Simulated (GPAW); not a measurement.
# Mg K edge of NaMgF3 (Pm-3m): cell size and cost

How large a supercell does the Mg K edge of NaMgF3 (Pm-3m) need, and what does it cost? The absorber has 6 F at 1.98 Å (octahedral, site symmetry m-3m).

The runs were made apart and are set side by side; the one with the holes farthest apart serves as the reference. All curves get a further Gaussian of 1.5 eV full width, so that line shapes and meshes matter less.

### 1. Cost and result by level

| run | hole distance (Å) | k mesh | core time | raw zero (eV) | zero less the added terms (eV) | r.m.s. from the reference after the best shift (%) |
| --- | --- | --- | --- | --- | --- | --- |
| GPAW LDA, 10 atoms | 5.6 | 6×6×6 | 1.7 min | 1308.7 | 1295.8 | 12 |
| GPAW LDA, 20 atoms | 6.8 | 4×4×4 | 16 min | 1309.0 | 1296.1 | - |

Times are from shared hosts. The zero: total-energy differences plus the lowest empty eigenvalue of the charged cell, less 12.9 eV, the free-atom term for the hole's spin; LDA puts this hole about 6 eV below PBE, itself good to a few eV.

```csv
E (eV),"GPAW LDA, 10 atoms","GPAW LDA, 20 atoms"
-2.00,0.00,0.00
-1.25,0.00,0.00
-0.50,0.00,0.00
0.25,0.01,0.01
1.00,0.02,0.02
1.75,0.04,0.08
2.50,0.11,0.21
3.25,0.26,0.42
4.00,0.50,0.73
4.75,0.88,1.27
5.50,1.42,1.88
6.25,1.73,2.10
7.00,1.84,2.03
7.75,2.33,2.34
8.50,2.92,2.64
9.25,2.70,2.16
10.00,1.67,1.31
10.75,0.84,0.78
11.50,0.61,0.63
12.25,0.71,0.71
13.00,0.90,0.85
13.75,1.11,0.96
14.50,1.23,1.04
15.25,1.19,1.07
16.00,1.04,0.99
16.75,0.84,0.81
17.50,0.63,0.60
18.25,0.46,0.42
19.00,0.33,0.30
19.75,0.25,0.22
20.50,0.21,0.19
21.25,0.19,0.19
22.00,0.20,0.21
22.75,0.23,0.23
23.50,0.28,0.28
24.25,0.35,0.34
25.00,0.44,0.43
25.75,0.53,0.53
26.50,0.59,0.62
27.25,0.63,0.69
28.00,0.66,0.73
28.75,0.68,0.73
29.50,0.71,0.71
30.25,0.72,0.68
31.00,0.70,0.63
31.75,0.65,0.57
```

### 2. Reading

The smallest cell differs from the reference by 12 % r.m.s. after a shift of 0.4 eV at 0.11 of its cost, so it gives the main features but not their heights. Its highest intensity below 16 eV lies at 8.7 eV against 8.5 eV. Whether the reference itself is converged wasn't tested.

 Lifetime broadening is put in by hand, and intensities beyond about 20 eV depend on it. Meshes are coarse enough for small ripples in NaMgF3 (Pm-3m) and NaMgF3 (Pm-3m). Some cells keep the holes under 6.5 Å apart, so shapes are probably not fully converged. The structures are entries of the Materials Project (computed), used as given.

[Logs are printed without paths, hosts, clocks, repeated set-up lines and the standing remarks that a program may print on its own settings, such as how far it seeks lower states.]

[Hosts, paths, dates, database ids (printed as entryN), source tags and the programs' standing remarks are cut or masked in the printed files.]
